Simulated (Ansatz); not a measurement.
Entries from a set of simulations; values are calculated unless marked as measured.

```cif
data_k2agcl6
_symmetry_space_group_name_H-M 'Fm-3m'
_symmetry_Int_Tables_number 225
_cell_length_a 9.3760
_cell_length_b 9.3760
_cell_length_c 9.3760
_cell_angle_alpha 90.000
_cell_angle_beta 90.000
_cell_angle_gamma 90.000
_cell_volume 824.25
loop_
_atom_site_label
_atom_site_type_symbol
_atom_site_symmetry_multiplicity
_atom_site_Wyckoff_symbol
_atom_site_fract_x
_atom_site_fract_y
_atom_site_fract_z
_atom_site_occupancy
K1 K 8 c 0.75000 0.25000 0.75000 1
Ag1 Ag 4 a 0.00000 0.00000 0.00000 1
Cl1 Cl 24 e 0.75304 0.50000 0.00000 1
_calc_subject 'K2AgCl6 (started from the K2PtCl6 type) (Fm-3m): Hubbard U and Hund's J by constrained RPA'
_calc_method 'DFT, LDA, plane waves, PAW (and 1 further level or step)'
_calc_program 'Ansatz 0.2.0'
_calc_settings_of_one_run 'cutoff 420 eV, 4×4×4 k-mesh, smearing width 0.08 eV, default PAW, coordination {"Ag": "octahedral"}, magnetic state non-magnetic by constraint'
_calc_cost '2 runs, 2.7 min in all on 4 threads of Arm Neoverse V2, shared host (the runs of this entry)'
_calc_notes 'The structure was built from a prototype and need not be the compound’s stable phase. This run has no spin polarisation although its electron count is odd. The structure was relaxed with LDA. The structure type comes from a generator and need not be one that this composition takes. Limits: no spin-orbit coupling. The bands cross the Fermi level under this constraint, which need not be the crystal’s state: magnetic order, correlation or a lattice distortion may open a gap. Coarse meshes can leave U off its limit, most where the target bands are metallic.'
_calc_ag_d_anion_p 'U 7.93 eV, U′ 6.78 eV, J 0.57 eV, bare V 19.1 eV'
_calc_method 'constrained RPA on non-magnetic LDA, 2×2×2 mesh, static; search for lower states off'
```

[Paths, hosts, dates, memory and timing lines, banners, echoed tables and standing remarks are left out of the program output.]

[Logs are printed without paths, hosts, clocks, repeated set-up lines and the standing remarks that a program may print on its own settings, such as how far it seeks lower states.]

[Runs of the session that timed out or met a known fault of the program may be left out.]

[Hosts, paths, dates, database ids (printed as entryN), source tags and the programs' standing remarks are cut or masked in the printed files.]
